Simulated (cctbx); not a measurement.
# Symmetry from intensities

Cell: a = 11.8980 Å, b = 11.8980 Å, c = 11.8980 Å, α = 90.00°, β = 90.00°, γ = 90.00°. Expected content of the cell: Sn12 Pd80 B24.

The data are simulated with cctbx, not measured: Ga Kα, λ = 1.3414 Å, to d = 0.83 Å, 50 % of the full sphere, strongest reflection 20000 counts, noise from counting, a 1.5 % proportional error and a noise floor of 15 counts (s.d.); no absorption.

A first pass over the reflections prints:

```text
6131 reflections to d = 0.831 A
centring   violations  <I/sigma> of those
    A          0 of  3023     -0.0
    B          0 of  3046     -0.0
    C          0 of  3033      0.0
    I        683 of  3081      4.7
    R        871 of  4066      4.5
    F          0 of  4551      0.0
Laue class    unique    Rint  (classes that these axes allow; Friedel mates merged)
F m m m           442   0.022
F m -3            157   0.025
F m -3 m          110   0.025
space group    extra absences  I>4sigma  <I/sigma>
F 4 3 2                 0          0         -  acentric
F -4 3 m                0          0         -  acentric
F m -3 m                0          0         -  centric
Wilson B = 0.63 A^2   <|E^2-1|> = 0.729 (0.968 centric, 0.736 acentric)   E^2>4: 0.9 %
shell (A)         n   <I/sigma>
 6.87 - 1.66     21     66.0
 1.66 - 1.32     14     78.7
 1.32 - 1.15     13     77.6
 1.15 - 1.05     11     71.9
 1.05 - 0.97     15     60.7
 0.97 - 0.92     10     63.3
 0.92 - 0.87     12     84.9
 0.87 - 0.83     14     47.4
```

Q: Read the symmetry from these tables.

The reflections that A, B, C and F centring forbids are absent (⟨I/σ⟩ near 0), so the lattice is F. F holds A, B and C together.

Rint stays low (0.022 to 0.025) up to F m -3 m, the highest class in these axes.

3 settings pass the absence test. No glide or screw absences show, which leaves F 4 3 2, F -4 3 m and F m -3 m.

⟨|E²−1|⟩ = 0.729 leans to a non-centrosymmetric structure. Here that hint misleads: the statistic assumes many like atoms on general positions, and few, heavy or special-position atoms break it. The Wilson B of 0.63 Å² means U ≈ 0.0080 Å².

The true group is Fm-3m (no. 225), Laue class m-3m, centrosymmetric. The tables only narrow the choice to the tied entries; cell content, site symmetry and trial solutions must settle it.

The model was made for the exercise: a known structure type with other elements put in, its volume estimated, not relaxed; displacement parameters are assumed.

[Logs are printed without paths, hosts, clocks, repeated set-up lines and the standing remarks that a program may print on its own settings, such as how far it seeks lower states.]
